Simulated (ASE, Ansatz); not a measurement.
# (16,0) 1T-TaS2 nanotube (96 atoms): support functions against a reference, part 2 of 2

Aim: test how closely localised support functions follow the reference on (16,0) 1T-TaS2 nanotube (96 atoms), and at what cost. A setting counts as converged where the r.m.s. difference of forces stays under 1 % of the r.m.s. force.

Ansatz 0.2.0; Kohn-Sham DFT, PBE+D4, PAW (set soft_2), plane waves.

The cell: 32 Ta and 64 S. The cell is under 6 Å thick along one periodic direction. Beside vacuum, support functions can miss their usual error bounds without a warning. The Brillouin zone is sampled at Γ only, in a cell whose periodic width is 6 Å. No spin–orbit coupling is included.

So far. Step 2 (Plane-wave single point): Mean Löwdin charges: S -0.17, Ta +0.56 e (they miss 0.86 % of the electrons, so they add up to more than the cell's charge). Within 0.4 eV of the Fermi level the largest share is Ta d (73 % of the projected weight).

## Step 3: Local order

Bonds and neighbours are counted at the geometry of the runs.

Normalised to the volume that the atoms fill. g(r), total and by pair (bins of 0.2 Å):

```csv
r (Å),total,S-S,S-Ta,Ta-Ta
2.20,0.33,0.00,0.75,0.00
2.40,4.37,0.00,9.82,0.00
2.60,3.33,0.55,6.95,0.00
2.80,0.84,1.83,0.07,0.00
3.00,0.00,0.00,0.00,0.00
3.20,1.83,3.39,0.00,2.93
3.40,2.25,1.07,0.00,15.92
3.60,2.64,5.90,0.00,0.18
3.80,0.51,0.30,0.85,0.00
4.00,1.15,0.89,1.70,0.00
4.20,0.83,0.00,1.88,0.00
4.40,0.78,0.00,1.76,0.00
4.60,0.01,0.00,0.03,0.00
4.80,1.06,1.02,1.38,0.00
5.00,1.38,2.62,0.48,0.00
5.20,0.64,0.06,1.38,0.00
5.40,1.34,0.55,2.46,0.00
5.60,0.66,0.00,1.40,0.34
5.80,1.90,2.27,0.49,6.05
6.00,0.81,1.83,0.00,0.00
6.20,0.00,0.00,0.00,0.00
6.40,0.82,1.02,0.79,0.11
6.60,0.66,0.67,0.07,3.00
6.80,0.53,0.00,0.77,1.71
7.00,0.47,0.69,0.37,0.00
7.20,1.01,0.69,1.59,0.00
7.40,0.87,0.87,1.08,0.00
7.60,0.91,1.11,0.94,0.00
```

Bonds by pair of elements; cutoffs follow the first minimum of g(r), held within bounds set by covalent radii, and pairs that aren't listed don't count as bonded:

```csv
pair A-B,cutoff (Å),bonds,mean length (Å),spread (Å),shortest (Å),B about A,A about B
S-Ta,3.22,192,2.47,0.099,2.28,3,6
```

How many atoms have how many bonded neighbours:

```csv
element,mean,3,6
S,3,64,0
Ta,6,0,32
```

Bond angles, per cent of each kind in bins of 5°:

```csv
angle (°),S-Ta-S,Ta-S-Ta
65–70,1.5,0.0
70–75,5.2,0.0
75–80,0.0,4.2
80–85,11.7,42.7
85–90,15.2,42.2
90–95,24.2,10.9
95–100,17.7,0.0
100–105,4.6,0.0
105–110,0.0,0.0
110–115,0.0,0.0
115–120,0.0,0.0
120–125,0.0,0.0
125–130,0.0,0.0
130–135,0.0,0.0
135–140,0.0,0.0
140–145,0.0,0.0
145–150,0.0,0.0
150–155,0.0,0.0
155–160,0.2,0.0
160–165,6.9,0.0
165–170,6.0,0.0
170–175,0.8,0.0
175–180,6.0,0.0
```

Bond angles (no mean is given where the spread exceeds 20°):

```csv
angle,count,mean (°),spread (°)
S-Ta-S,480,-,-
Ta-S-Ta,192,85.7,3.5
```

With the cutoffs above, all S atoms have 3 and all Ta atoms have 6 bonded neighbours.

Local excerpt of 13 atoms (numbers count through the whole input) about Ta82, which bears the longest force; x, y, z are measured from there.

```csv
atom,x,y,z,distance (Å),bonds,Löwdin charge (e),Fx,Fy,Fz (eV/Å)
Ta82,0.00,0.00,0.00,0.00,6,0.55,1.83,-1.79,-0.80
S78,-2.10,0.17,0.87,2.28,3,-0.07,-0.89,0.43,0.59
S84,-0.14,2.12,0.90,2.31,3,-0.08,-0.72,0.22,0.68
S83,1.14,-1.09,1.91,2.48,3,-0.25,-0.32,0.14,-0.46
S87,-0.97,1.03,-2.04,2.48,3,-0.11,-0.38,-0.04,-0.14
S92,2.40,0.40,-1.00,2.63,3,-0.26,-0.36,0.19,0.13
S86,-0.33,-2.42,-1.05,2.66,3,-0.28,-0.79,0.76,-0.22
Ta76,-2.70,-1.92,0.01,3.32,6,0.53,0.59,-0.79,-0.30
Ta88,1.87,2.75,-0.06,3.32,6,0.56,2.06,-0.31,-0.84
Ta85,-1.25,-1.13,2.88,3.34,6,0.57,0.60,-1.24,0.68
Ta91,1.21,1.23,2.88,3.36,6,0.58,0.87,-0.61,0.01
Ta85,-1.25,-1.13,-2.94,3.39,6,0.57,0.60,-1.24,0.68
Ta91,1.21,1.23,-2.94,3.40,6,0.58,0.87,-0.61,0.01
```

The column of bonds counts only the pairs S-Ta within 3.22 Å; other neighbours, such as metal atoms beside each other in a compound, aren't counted, and periodic images can show an atom twice.

## Step 4: Support functions medium

The cell is solved in localised support functions.

This step: Kohn-Sham DFT, PBE+D4, PAW (set soft_2), localised support functions (medium) (Ansatz 0.2.0).

File input.yaml:

```yaml
crystal:
  lattice:
    - [29.17234, 0.0, 0.0]
    - [0.0, 29.17234, 0.0]
    - [0.0, 0.0, 5.81969]
  atoms:
    [... the 96 atom lines of step 2 ...]
kpoints:
  mp_grid: { grid: [1, 1, 1] }
hamiltonian:
  xc: pbe
  dispersion: d4
scf:
  occupations: { method: gaussian, width: 0.05 }
  eigensolver: { kind: { support_functions: { accuracy: medium } } }
  mixing: { beta: 0.2 }
  max_iter: 150
output:
  forces: true
  eigenvalues: true
```

Command:

```
$ ansatz run input.yaml --threads 8 --pin off --max-ram 15872MiB --backend cpu --events-out ev --progress --plain --runs-dir out
```

Numbers of over 12 decimals in the logs are rounded to 6 here.

Output:

```text
Warning: scf.eigensolver.kind.support_functions: disabling space-group detection — the functions' gradient is summed over unrotated k-points, so no spatial operation reduces the k-mesh or symmetrises the density; time reversal is kept, so that k and −k are solved as one point where they differ and the mesh holds both, and exact exchange and, on two spinor components, a DFT+U term hold to it where the run has them: [...]
settings of this run that can trade accuracy for cost: scf.eigensolver.kind.support_functions [...]
[...]
Crystal: 96 atoms, lattice volume = 4952.704 Å³
Basis set: ecut = 420 eV, 96923 PW (Γ), exchange–correlation on 400×400×80 points (8 copies of the dense FFT grid, shifted against one another)
Bands: 480, of which v1, the nominal top of the filled ones, is band 400 counted from 1 (399 counted from 0)
Symmetry: 1 space group operations
k-points: 1
[...]
SCF iter   1: F=—  HF=-375627.998151 eV  |F-HF|=—  |Δ(HF+E_count)|=         —  Δρ=2.83e-2  dr2=6.29e1  ethr=1.00e-1
[...]
SCF iter  33: F=—  HF=-375655.816953 eV  |F-HF|=—  |Δ(HF+E_count)|=   7.10e-5  Δρ=4.18e-7  dr2=2.99e-8  ethr=6.70e-12  κ⁻¹=1.9e-4(r=7)
SCF iter  34: F=-375655.817023 eV  HF=-375655.817019 eV  |F-HF|=4.06e-6  |Δ(HF+E_count)|=   6.66e-5  Δρ=2.79e-7  dr2=1.62e-8  ethr=3.73e-12
SCF 1 converged in 34 iterations: F = -375655.819599 eV  dr2 = 1.62e-8
[...]
SCF converged after 34 iterations
Stability not checked: this state was not tested for a lower state beside it, because the mixer in use, unlike msr1, does not test its closes by its own steps (another_mixer; see scf.mixing.algorithm and scf.lower_state_search)
Free energy (F): -375655.819599 eV
[...]
Internal energy: -375655.558980 eV  (E = F + TS)
E sigma→0 (E₀):  -375655.689290 eV
Entropy (-TS):   -0.260619 eV (-2.715 meV/atom)
Fermi energy:    1.040563 eV
[...]
Σ components = -375655.819599   (vs F -375655.819599, Δ=0.00e0)
--- Forces (eV/Å), atoms counted from 1 ---
  atom   1  Ta     1.38879596    -0.69595440    -0.77094144
  atom   2  S     -0.34463810    -0.30218851     0.11064738
  atom   3  S     -0.27803433     0.27173330     0.54763521
  atom   4  Ta     0.44981318     0.64630311    -0.86644283
[...]
atom  96  S      0.03329219     0.54689287     0.31514272
  max |Σ_I F_I| component: 5.84e-3 eV/Å
--- Band table (eV) ---
[...]
```

Elapsed: 2.5 min, on 8 threads of Arm Neoverse V2, shared host; peak memory 5.2 GiB; 20 min of CPU time.

The program notes that the band table was not solved further than the SCF left it and it switched symmetry off. Further notices: vacuum switching off with vacuum.

Keys that differ from the reference: support_functions.accuracy = "medium", scf.max_iter = 150 and scf.mixing.beta = 0.2.

Forces differ from the reference by 0.77 meV/Å r.m.s., 0.11 % of their size, well within a tolerance of 1 %; the energy by -0.47 meV/atom. It took 2.5 min and 34 cycles; the reference's time can't be set against it, since the two runs asked for unlike analyses.

## Step 5: All settings compared

Each row is set against the plane-wave reference (Kohn-Sham DFT, PBE+D4, PAW (set soft_2), plane waves; r.m.s. force component 0.704 eV/Å). Energies are set beside the reference only for runs with its functional, potentials and electron count. Times are for 8 threads of Arm Neoverse V2, shared host. The reference's time includes the DOS and grids, which some other runs skip.

```csv
run,"Δ force, r.m.s. (meV/Å)",share of r.m.s. force (%),Δ energy (meV/atom),cycles,time,host memory (GiB)
reference,-,-,-,21,71 s,6.2
support functions medium,0.771,0.110,-0.473,34,2.5 min,5.2
```

## Step 6: What came out

```json
{
  "free energy per atom": "-3913.0810 eV/atom",
  "r.m.s. force component": "0.7043 eV/Å",
  "wall time of the 2 DFT runs": "3.7 min"
}
```

What this shows: Against plane waves at 420 eV, the forces differ by 0.77 meV/Å (0.11 %) with support functions medium. At 96 atoms the run with support functions medium takes roughly 2.1 times the time of plane waves (whose run also made extra analyses, so the like-for-like ratio is larger), in 34 SCF cycles against 21. Differences between support functions and plane waves include what basis error the plane-wave run still has.

14 levels are partly filled, by over 2 % (at Γ alone): no clear gap opens at this level. Levels of broken or missing bonds inside a gap of the host would look the same. With the cutoffs above, all S atoms have 3 and all Ta atoms have 6 bonded neighbours.

**Limits.** The geometry was built by rule, was displaced at random and isn't relaxed at this level: its force components are 0.70 eV/Å r.m.s.

[Logs are printed without paths, hosts, clocks, repeated set-up lines and the standing remarks that a program may print on its own settings, such as how far it seeks lower states.]

[Hosts, paths, dates, database ids (printed as entryN), source tags and the programs' standing remarks are cut or masked in the printed files.]
